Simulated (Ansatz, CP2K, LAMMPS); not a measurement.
# Aqueous K+ and Br-, 5.4 mol of salt per kg of water at 360 K (131 atoms): one structure in several programs

Aim: run aqueous K+ and Br-, 5.4 mol of salt per kg of water at 360 K (131 atoms) in several programs and set results and cost side by side. A plane-wave run serves as the reference.

Method: Kohn-Sham DFT, PBE, PAW, plane waves, in Ansatz 0.2.0.

### Step 1. The starting structure

The cell holds 131 atoms: 41 O, 82 H, 4 K and 4 Br. Cell: a = 11.335 Å, b = 11.335 Å, c = 11.335 Å, α = 90.0°, β = 90.0°, γ = 90.0°. 41 H2O, 4 K+, 4 Br- placed at random, at 1.39 g/cm³; overlaps pushed apart, then 10 ps at 420 K with Joung-Cheatham ions (J. Phys. Chem. B 112, 9020 (2008)); SPC/E water (Berendsen, Grigera and Straatsma, J. Phys. Chem. 91, 6269 (1987)); charges of ions scaled by 0.85. Snapshot after 20 ps at 360 K and fixed volume.

### Step 2. Reference: Ansatz, plane waves

The PAW files are the set soft_2.

Input file input.yaml:

```yaml
crystal:
  lattice:
    - [11.3348, 0.0, 0.0]
    - [0.0, 11.3348, 0.0]
    - [0.0, 0.0, 11.3348]
  atoms:
    - { symbol: O, position: [0.45081, 0.6858, 0.85751] }
    - { symbol: H, position: [0.51181, 0.65453, 0.91305] }
    - { symbol: H, position: [0.44716, 0.63442, 0.78588] }
    - { symbol: O, position: [0.84692, 0.67121, 0.84507] }
    [... 121 atom lines left out ...]
    - { symbol: K, position: [0.52858, 0.20905, 0.47872] }
    - { symbol: K, position: [0.03929, 0.3045, 0.6929] }
    - { symbol: Br, position: [0.7146, 0.34371, 0.67262] }
    - { symbol: Br, position: [0.69033, 0.96979, 0.34762] }
    - { symbol: Br, position: [0.12591, 0.86022, 0.45351] }
    - { symbol: Br, position: [0.92596, 0.35916, 0.96623] }
kpoints:
  mp_grid: { grid: [1, 1, 1] }
hamiltonian:
  xc: pbe
scf:
  occupations: { method: fermi_dirac, width: 0.05 }
output:
  forces: true
  eigenvalues: true
  populations: true
  stress: true
```

On the command line:

```
$ ansatz run input.yaml --threads 4 --pin off --max-ram 8192MiB --backend cpu --events-out ev --progress --plain --runs-dir out
```

Log:

```text
[...]
Pseudopotentials: kind: paw
Pseudopotential: O, paw, valence charge 6, recommended cutoff 420 eV (normal), O.paw.azcp
Pseudopotential: H, paw, valence charge 1, recommended cutoff 420 eV (normal), H.paw.azcp
Pseudopotential: K, paw, valence charge 9, recommended cutoff 420 eV (normal), K.paw.azcp
Pseudopotential: Br, paw, valence charge 7, recommended cutoff 420 eV (normal), Br.paw.azcp
[... 5 lines on functional and potentials left out ...]
Crystal: 131 atoms, lattice volume = 1456.269 Å³
Basis set: ecut = 420 eV, 28425 PW (Γ), exchange–correlation on 160×160×160 points (8 copies of the dense FFT grid, shifted against one another)
Bands: 327, of which v1, the nominal top of the filled ones, is band 196 counted from 1 (195 counted from 0)
Symmetry: 1 space group operations
Space group: P1 (ITA 1), of the structure as read, at distance tolerance 1.1e-4 Å
k-points: 1
[... 9 lines on functional and potentials left out ...]
Initial density: superposition of atomic densities (neutral atoms: chi_scale 0, normalization atom), corrected by the library's trained network
Initial wavefunctions: pseudopotential atomic-orbital guess
[...]
SCF iter   1: F=—  HF=-41877.450573 eV  |F-HF|=—  |Δ(HF+E_count)|=         —  Δρ=2.52e-3  dr2=1.24e-1  ethr=1.77e-3  ⟨swp⟩=6.0  Hψ=1544  notcnv=0  defer=100
preconditioner: auto → Resta (q_TF=auto, 2.192 Å⁻¹)  ε∞=2.3  [insulator: Δε(μ)=3.205 eV  Ē_g=16.855 eV  σ=0.050 eV  W_gap=1.00  n_scr=250 (ndim 8)  ℏωp=19.1 eV  f_vac=0.204  D(μ)=0.00/eV (n_scr^D=0)  ε∞_Penn≈2.3]
[...]
SCF iter   8: F=—  HF=-41877.371820 eV  |F-HF|=—  |Δ(HF+E_count)|=   6.94e-7  Δρ=3.99e-6  dr2=1.85e-7  ethr=2.55e-11  ⟨swp⟩=17.0  Hψ=2403  notcnv=0
SCF iter   9: F=-41877.371820 eV  HF=-41877.371820 eV  |F-HF|=5.75e-9  |Δ(HF+E_count)|=   2.36e-9  Δρ=9.18e-7  dr2=1.11e-8  ethr=2.55e-11  ⟨swp⟩=4.0  Hψ=842  notcnv=0
SCF 1 converged in 9 iterations: F = -41877.371820 eV  dr2 = 1.11e-8
[...]
SCF converged after 9 iterations
Free energy (F): -41877.371820 eV
Harris-Foulkes:  -41877.371820 eV  (|F-HF|=5.75e-9)
Internal energy: -41877.371820 eV  (E = F + TS)
E sigma→0 (E₀):  -41877.371820 eV
Fermi energy:    1.028189 eV
--- Per-component energies (eV) ---
[...]
Σ components = -41877.371820   (vs F -41877.371820, Δ=0.00e0)
--- Forces (eV/Å), atoms counted from 1 ---
  atom   1  O      0.01264219    -0.38072481     0.11395798
  atom   2  H     -0.53396726    -0.22414598    -1.17679307
  atom   3  H      0.41656531     0.69095703     1.17294574
  atom   4  O      0.72144681    -0.66616604    -0.58172053
[...]
atom 131  Br    -0.01016750     0.05405803     0.04226356
  max |Σ_I F_I| component: 2.95e-5 eV/Å
--- Stress (GPa, compression-positive) ---
       -1.583740      -0.126524      -0.556127
       -0.126524      -2.274920      -0.155713
       -0.556127      -0.155713      -2.251951
  P = ⅓ Tr σ = -2.0369 GPa (-20.369 kbar)
--- Band table (eV) ---
  k-point 0: bands = ["-29.9938", "-29.5983", "-29.5458", "-28.8396", [... 311 levels ...], "10.5931", "10.6261", "10.6508", "10.6776", "10.6905", "10.7635", "10.8042", "10.8584", "10.8842", "10.9131", "10.9851", "11.0412"]
--- Löwdin populations: 131 sites ---
  site symbol       q [e]
     0      O      6.6762
     1      H      0.6102
     2      H      0.6047
[...]
130     Br      7.6651
  spilling = 0.009690 (of n_electrons = 392.000000)
```

The job ended after 15 s (4 threads of Arm Neoverse V2, shared host; peak memory 1.7 GiB; 57 s of CPU time).

The column dr2 measures how far the density is from self-consistency, as an energy; F and HF (Harris–Foulkes) agree once it is small.

The run gave:

```
free energy                                      : -41877.3718 eV
free energy per atom                             : -319.6746 eV/atom
SCF cycles                                       : 9
pressure                                         : -2.037 GPa
r.m.s. force component                           : 0.5288 eV/Å
longest force                                    : 1.553 eV/Å
Fermi energy                                     : 1.028 eV
gap (highest filled to lowest empty level) : 3.165 eV
spilling of the projection                       : 0.00969
```

Neighbours are counted within 1.21 Å (H-O), 3.48 Å (O-K), 4.13 Å (Br-K).

Length of the force by element and coordination:

```
element  coordination  atoms  mean length of the force (eV/Å)  spread   least   most
     Br           all      4                            0.273   0.164  0.0694  0.525
     Br             1      1                            0.525       0   0.525  0.525
     Br             2      3                            0.189  0.0881  0.0694  0.279
      H           all     82                            0.998   0.290   0.308   1.55
      K           all      4                            0.410  0.0723   0.299  0.496
      K             6      1                            0.401       0   0.401  0.401
      K             7      1                            0.496       0   0.496  0.496
      K             8      1                            0.299       0   0.299  0.299
      K            10      1                            0.443       0   0.443  0.443
      O           all     41                            0.671   0.211   0.257   1.14
      O             2     22                            0.636   0.203   0.282   1.14
      O             3     14                            0.702   0.227   0.257   1.10
      O             4      5                            0.736   0.162   0.486  0.958
```

Löwdin charges by element and coordination (they lack the spilled electrons, 0.029 e an atom on average):

```csv
element,coordination,atoms,mean charge (e),spread,least,most
Br,all,4,-0.597,0.042,-0.665,-0.552
Br,1,1,-0.595,0,-0.595,-0.595
Br,2,3,-0.598,0.0485,-0.665,-0.552
H,all,82,0.385,0.0142,0.336,0.410
K,all,4,0.823,0.0104,0.814,0.841
K,6,1,0.818,0,0.818,0.818
K,7,1,0.819,0,0.819,0.819
K,8,1,0.814,0,0.814,0.814
K,10,1,0.841,0,0.841,0.841
O,all,41,-0.700,0.0228,-0.743,-0.658
O,2,22,-0.69,0.0215,-0.734,-0.658
O,3,14,-0.703,0.0137,-0.726,-0.673
O,4,5,-0.733,0.0116,-0.743,-0.712
```

The levels nearest the highest filled one (over half full), pooled over k-points and spins:

| level less the highest filled one (eV) | occupation |
| --- | --- |
| -0.575 | 2 |
| -0.411 | 2 |
| -0.307 | 2 |
| -0.285 | 2 |
| -0.191 | 2 |
| 0 | 2 |
| 3.16 | 0 |
| 4.58 | 0 |
| 4.60 | 0 |
| 4.75 | 0 |
| 4.86 | 0 |
| 4.98 | 0 |

### Step 3. The other programs

The programs:
- CP2K 2026.2: Gaussian basis with GTH pseudopotentials and a plane-wave density; labels give functional, basis (MOLOPT sets; SR short-range, UZH the newer set with its own potentials), grid cutoff/relative cutoff and solver (OT: orbital transformation; TRS4, TC2, SIGN: linear-scaling purification with its sparsity filter), or its built-in tight binding.

All use the same cell and atoms; the electronic-structure runs use the same k-mesh, and an electronic temperature of 580 K (0.05 eV) where levels are smeared.

Differences are against the plane-wave reference, forces as r.m.s. over components; share is that over the reference's r.m.s. force, slope the least-squares factor from reference forces to these. Total energies of different programs have different zeros and aren't compared.

```csv
run,"Δ force, r.m.s. (meV/Å)",share (%),slope,Δ pressure (GPa),Δ gap (eV),cores,CPU time,memory (GiB)
reference,-,-,-,-,-,4,57 s,1.7
"CP2K GFN1-xTB, OT DIIS",339,64.2,1.144,-3.86,-,1,4.8 s,0.44
"CP2K PBE, DZVP-MOLOPT-SR, 600/50 Ry, OT DIIS",34.5,6.52,0.979,0.0838,0.327,4,11 min,3.5
"CP2K PBE, DZVP-UZH, 210/50 Ry, OT DIIS (coarse)",151,28.6,0.825,0.922,-0.0489,2,7.4 min,0.69
"CP2K PBE, DZVP-UZH, 600/50 Ry, OT DIIS",124,23.5,0.845,0.745,-0.0264,4,10 min,3.5
"CP2K PBE, SZV-MOLOPT-SR, 600/50 Ry, OT DIIS (coarse)",1659,314,-1.287,7.89,-0.870,2,6 min,2.2
```

Rows marked coarse were listed beforehand as settings not expected to be converged; some can still land near the reference.

CPU time is summed over cores on a shared host, where runs went side by side, so it is rough. Symmetry, cutoffs, thresholds, outputs and thread counts weren't matched or tuned between programs; memory under MPI is the largest rank's times the ranks.

Mean charges by element (e), by run and scheme:

```
                                         run     scheme      O      H      K     Br
                                   reference     Löwdin  -0.70  +0.39  +0.82  -0.60
                      CP2K GFN1-xTB, OT DIIS   Mulliken  -0.71  +0.34  +0.68  -0.43
CP2K PBE, DZVP-MOLOPT-SR, 600/50 Ry, OT DIIS   Mulliken  -0.32  +0.15  +0.74  -0.63
CP2K PBE, DZVP-MOLOPT-SR, 600/50 Ry, OT DIIS  Hirshfeld  -0.25  +0.12  +0.35  -0.26
      CP2K PBE, DZVP-UZH, 600/50 Ry, OT DIIS   Mulliken  -0.59  +0.29  +0.72  -0.64
      CP2K PBE, DZVP-UZH, 600/50 Ry, OT DIIS  Hirshfeld  -0.25  +0.12  +0.34  -0.25
```

The reference's Löwdin charges lack the electrons that the projection spills, 0.029 e an atom on average.

Within one program, basis, potentials and functional, energies share a zero. Each run against its twin at the usual cutoff or grid and solver:

```csv
run,twin,Δ energy (meV/atom),"Δ force, r.m.s. (meV/Å)",CPU time over the twin's
"CP2K PBE, DZVP-UZH, 210/50 Ry, OT DIIS","DZVP-UZH, 600/50 Ry, OT DIIS",-7.39,81.3,0.71 (this twin ran on 4 cores)
```

### Step 4. Outcome

```
reference r.m.s. force component                       : 0.529 eV/Å
nearest in forces                                      : CP2K PBE, DZVP-MOLOPT-SR, 600/50 Ry, OT DIIS, 6.5 %
farthest in forces                                     : CP2K PBE, SZV-MOLOPT-SR, 600/50 Ry, OT DIIS (coarse), 314 %
cheapest electronic-structure run beside the reference : CP2K GFN1-xTB, OT DIIS, 4.8 s of CPU time
```

What this shows: The PBE runs in local orbitals, coarse settings apart, differ by 6.5 % (CP2K PBE, DZVP-MOLOPT-SR, 600/50 Ry, OT DIIS) to 24 % (CP2K PBE, DZVP-UZH, 600/50 Ry, OT DIIS); basis, grid and potentials can all enter. Tight binding differs by 64 % (CP2K GFN1-xTB, OT DIIS); it is another model, with fitted parameters of its own, and the xTB methods hold dispersion. Runs with settings chosen to be coarse differ by 29 % (CP2K PBE, DZVP-UZH, 210/50 Ry, OT DIIS) to 314 % (CP2K PBE, SZV-MOLOPT-SR, 600/50 Ry, OT DIIS), their programs' other errors included. One electronic-structure run takes under half the reference's CPU time: CP2K GFN1-xTB, OT DIIS, at 64 % in 4.8 s against 57 s, too far off to be of use; its pressure misses by -3.9 GPa. CP2K PBE, DZVP-UZH, 210/50 Ry, OT DIIS softens the forces by a factor of 0.82 while following their directions (correlation 0.964). In CP2K PBE, DZVP-UZH, 600/50 Ry, OT DIIS the difference has nearly one length on every H (0.21 eV/Å) and points along its bond, outwards: this method prefers longer bonds, and stiff bonds to hydrogen turn a small shift into a large force. At the same functional, gaps differ from the reference's 3.16 eV by between -0.87 and +0.33 eV. In pressure, CP2K PBE, SZV-MOLOPT-SR, 600/50 Ry, OT DIIS misses by +7.9 GPa, at the same functional. Charges hang on model, scheme and program or settings: among these rows the mean for K runs from +0.34 to +0.82 e. In the reference: filled and empty levels are parted by 3.16 eV (at Γ alone); a semilocal functional tends to put such gaps too low. In a disordered cell it changes from sample to sample and from frame to frame. In the reference: mean Löwdin charges: Br -0.60, H +0.39, K +0.82, O -0.70 e (they miss 0.97 % of the electrons, so they add up to more than the cell's charge). Periodic xTB results under one method name differ between programs and library versions. With short bonds to hydrogen, sets of potentials differ among themselves by several per cent in forces even at converged cutoffs, so the reference isn't exact here either. The network of contacts between molecules at the start is that of the classical potential that made the cell, and needn't be the one that DFT or experiment would give. The reference's PBE has no dispersion term, which matters for the binding between molecules or layers. The density was typed from a rule of thumb and may lie off the real one at this temperature. The electronic-structure runs sample only Γ, in a cell whose shortest periodic width is 11 Å.

[Also dropped from logs without a mark: logging warnings of Python, and SIESTA's first energy breakdown and zero terms.]

[Logs are printed without paths, hosts, clocks, repeated set-up lines and the standing remarks that a program may print on its own settings, such as how far it seeks lower states.]

[Hosts, paths, dates, database ids (printed as entryN), source tags and the programs' standing remarks are cut or masked in the printed files.]
